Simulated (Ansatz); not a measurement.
# Fitting and testing ρ(T) of Mo2C (Pbcn)

Wanted: a compact model of ρ(T) for Mo2C (Pbcn) and a check of it.

The resistivities were computed with Ansatz 0.2.0 (DFT PBEsol, scalar-relativistic, plane waves, PAW; PAW set soft_1) from the linearised Boltzmann equation with harmonic phonons, on q 3×2×3, k 9×6×6, scattering 12×8×12; the fit below is done by hand on them.

## Step 1: Computed resistivities

It takes space group Pbcn (No. 60, orthorhombic). Conventional cell: a = 4.714 Å, b = 5.998 Å, c = 5.175 Å, α = 90.00°, β = 90.00°, γ = 90.00°. Mo on site d is surrounded by 3 C at 2.09 to 2.11 Å. C on site c has 6 Mo at 2.09 to 2.11 Å as nearest neighbours.

This is the relaxed cell of the run, from steps not shown here.

The mean resistivity of the three axes from 50 to 800 K, with one row held back; the colder rows stay outside the fit and test it at the end:

```csv
T (K),ρ (μΩ cm)
50,0.7344
80,3.477
100,5.929
150,12.44
200,18.92
273,28.32
300,31.77
400,44.41
500,?
600,69.13
800,93.60
```

The resistivity is not converged: the component that moves most changes by 14 % between the two finest meshes at 300 K.

## Step 2: The fit

Bloch and Grüneisen's form is ρ(T) = A (T/Θ)⁵ J₅(Θ/T), with J₅(z) the integral of x⁵/((eˣ − 1)(1 − e⁻ˣ)) from 0 to z. It goes as T⁵ far below Θ and as A T/(4Θ) far above. For a trial Θ the best A is the geometric mean of ρ/[(T/Θ)⁵ J₅] over the rows, and the scatter of that ratio measures the fit:

```csv
Θ (K),A (μΩ cm),scatter (%)
220,78.22,34.9
294,118.2,18.1
332,143.2,9.0
368,170.2,1.3
404,200.8,8.7
460,256.6,22.0
552,373.7,43.0
```

The scatter is least at Θ = 368 K, with A = 170.2 μΩ cm (1.3 % r.m.s.).

```csv
T (K),computed,fit
50,0.7344,0.7375
80,3.477,3.451
100,5.929,5.927
150,12.44,12.64
200,18.92,19.28
273,28.32,28.59
300,31.77,31.95
400,44.41,44.15
600,69.13,67.96
800,93.60,91.44
```

## Step 3: Prediction and check

At T = 500 K, Θ/T = 0.736, J₅ = 0.07120 and (T/Θ)⁵ = 4.630, so the fit gives 56.12 μΩ cm. The computed value is 56.84 μΩ cm: the fit is off by -1.26 %. Outside its range, at 20 K, it gives 0.0100 against 0.00619 μΩ cm computed, 1.62 times that; at that temperature the run's own test moves by 18 % between meshes in the component that moves most. Among the rows used, the largest miss is -2.3 %, at 800 K.

## Step 4: What the two numbers mean

Θ = 368 K is 1.31 times ħω_log/k_B (280 K) and 0.36 of the highest phonon frequency (1033 K). The high-temperature slope of the fit, A/(4Θ), is 0.116 μΩ cm/K. The same slope from the run's transport coupling and plasma energy, 2π k_B λ_tr/(ħ ε₀ ω_p²) with λ_tr = 0.631, 0.621, 0.625 (xx, yy, zz) and ħω_p = 4.88, 3.93, 4.94 (xx, yy, zz) eV, is 0.124 μΩ cm/K in the mean of the axes, +7.2 % from it. For comparison, the computed rows rise by 0.122 μΩ cm/K between the two hottest.

## Step 5: Results

```json
{
  "Θ": "368 K",
  "A": "170.2 μΩ cm",
  "scatter of the fit": "1.3 %",
  "held-back row at 500 K, fit against computed": "56.12 against 56.84 μΩ cm"
}
```

What this shows: Two numbers, Θ = 368 K and A = 170 μΩ cm, hold the computed ρ(T) from 50 to 800 K within 1.29 % r.m.s. and predict the held-back row within 1.26 %. At 20 K, outside the rows fitted, it gives 1.62 times the computed value. By the run's own test the resistivity at 300 K moves by 14 % between its two finest scattering meshes, in the component that moves most. The mean hides an anisotropy: at 300 K the components are 27.3, 41.9, 26.1 (xx, yy, zz) μΩ cm. The fit describes the calculation: impurities, thermal expansion, changes of phase and anharmonicity are in neither.

[Logs are printed without paths, hosts, clocks, repeated set-up lines and the standing remarks that a program may print on its own settings, such as how far it seeks lower states.]

[Hosts, paths, dates, database ids (printed as entryN), source tags and the programs' standing remarks are cut or masked in the printed files.]
